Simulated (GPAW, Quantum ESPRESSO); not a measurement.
Consider P (Cmce).

```xyz
4
Lattice="1.6582 -5.2420 0.0000 1.6582 5.2420 0.0000 0.0000 0.0000 4.3793" Properties=species:S:1:pos:R:3 pbc="T T T"
P     1.6582    1.0654    1.8363
P     1.6582    4.1766    4.0260
P     1.6582   -1.0654    2.5430
P     1.6582   -4.1766    0.3533
```

Absorber: atom 1, with 2 P at 2.22 Å and 1 P at 2.24 Å (distorted pyramidal, site symmetry m). Method: Quantum ESPRESSO XSpectra, LDA, excited-electron core hole (neutral cell), 8-atom cell with 5.5 Å between holes, 6×6×6 k points, dipole transitions, Lorentzian half width 0.3 eV up to 4 eV, rising linearly to 2.5 eV at 25 eV.

**Question.** Where do the maxima of the P K edge fall?

Main maxima up to 24 eV above the zero (height): 1.3 eV (2.31), 5.9 eV (0.83) and 10.7 eV (0.90). A K edge sees empty p states on the absorber. The total-energy difference is 2148.12 eV. One term is added: -15.84 eV, since the hole is spin-paired here and a spin-polarised one costs that much less in the free atom (computed apart). The photon energy is then 2132.28 eV. The functional leaves an error in such absolute values: in the free atom LDA prices this hole 8.5 eV below PBE (computed apart), and PBE is itself good to a few eV.

The P K spectrum (energy from the energy zero of the input (xe0, at the border of filled and empty states); intensity scaled to a mean of 1 over the first 20 eV; the points at xe0, where the cut of filled states can leave a spike, are interpolated; polarised curves are means over the symmetry-equivalent atoms):

```
E (eV)  isotropic  ε ∥ x  ε ∥ y  ε ∥ z
 -2.00       0.08   0.09   0.07   0.08
 -1.25       0.14   0.17   0.12   0.14
 -0.50       0.37   0.44   0.32   0.36
  0.25       1.71   2.03   1.45   1.66
  1.00       2.28   2.54   2.02   2.27
  1.75       2.19   2.65   1.67   2.25
  2.50       1.41   1.43   1.32   1.48
  3.25       1.10   1.12   1.04   1.14
  4.00       1.00   1.17   0.89   0.93
  4.75       0.77   0.75   0.84   0.71
  5.50       0.78   0.70   0.81   0.82
  6.25       0.81   0.74   0.86   0.82
  7.00       0.77   0.73   0.82   0.75
  7.75       0.73   0.71   0.79   0.70
  8.50       0.76   0.77   0.78   0.73
  9.25       0.82   0.84   0.80   0.81
 10.00       0.88   0.86   0.90   0.88
 10.75       0.90   0.88   0.94   0.88
 11.50       0.89   0.90   0.91   0.87
 12.25       0.87   0.88   0.87   0.86
 13.00       0.86   0.89   0.84   0.86
 13.75       0.86   0.89   0.81   0.88
 14.50       0.86   0.89   0.80   0.90
 15.25       0.87   0.89   0.80   0.92
 16.00       0.87   0.89   0.81   0.90
 16.75       0.85   0.87   0.83   0.86
 17.50       0.83   0.85   0.84   0.82
 18.25       0.82   0.84   0.84   0.79
 19.00       0.81   0.83   0.82   0.77
 19.75       0.79   0.81   0.79   0.76
 20.50       0.77   0.80   0.76   0.76
 21.25       0.76   0.78   0.74   0.76
 22.00       0.74   0.75   0.71   0.75
 22.75       0.72   0.73   0.69   0.74
 23.50       0.70   0.70   0.67   0.73
 24.25       0.68   0.68   0.65   0.72
 25.00       0.67   0.67   0.64   0.71
 25.75       0.66   0.65   0.63   0.69
 26.50       0.64   0.64   0.62   0.67
 27.25       0.63   0.63   0.61   0.64
 28.00       0.62   0.62   0.61   0.62
 28.75       0.61   0.61   0.62   0.61
 29.50       0.62   0.61   0.63   0.60
 30.25       0.62   0.61   0.65   0.61
 31.00       0.63   0.61   0.66   0.61
 31.75       0.64   0.61   0.68   0.62
```

The unit cell's mesh shows no gap over 0.35 eV. That is right for a metallic compound; for a small-gap or correlated insulator it would be the fault of the functional or of the assumed magnetic order, and the hole would be screened too well. The holes are only 5.5 Å apart, so the shape is probably not converged with cell size; no larger cell was run here. The structure is a published determination, not relaxed.

[Banner, clock and machine lines of the logs are left out without a mark of their own.]

[Logs are printed without paths, hosts, clocks, repeated set-up lines and the standing remarks that a program may print on its own settings, such as how far it seeks lower states.]

[Hosts, paths, dates, database ids (printed as entryN), source tags and the programs' standing remarks are cut or masked in the printed files.]

[Lists of maxima count a maximum above −3 eV only where it reaches 4 % of the highest in the window and stands out from its surroundings by 2 % of it (1.5 % where it reaches 55 %); shoulders and weaker maxima are passed over, and of the rest the first, up to two pre-edge ones and the few strongest are named.]
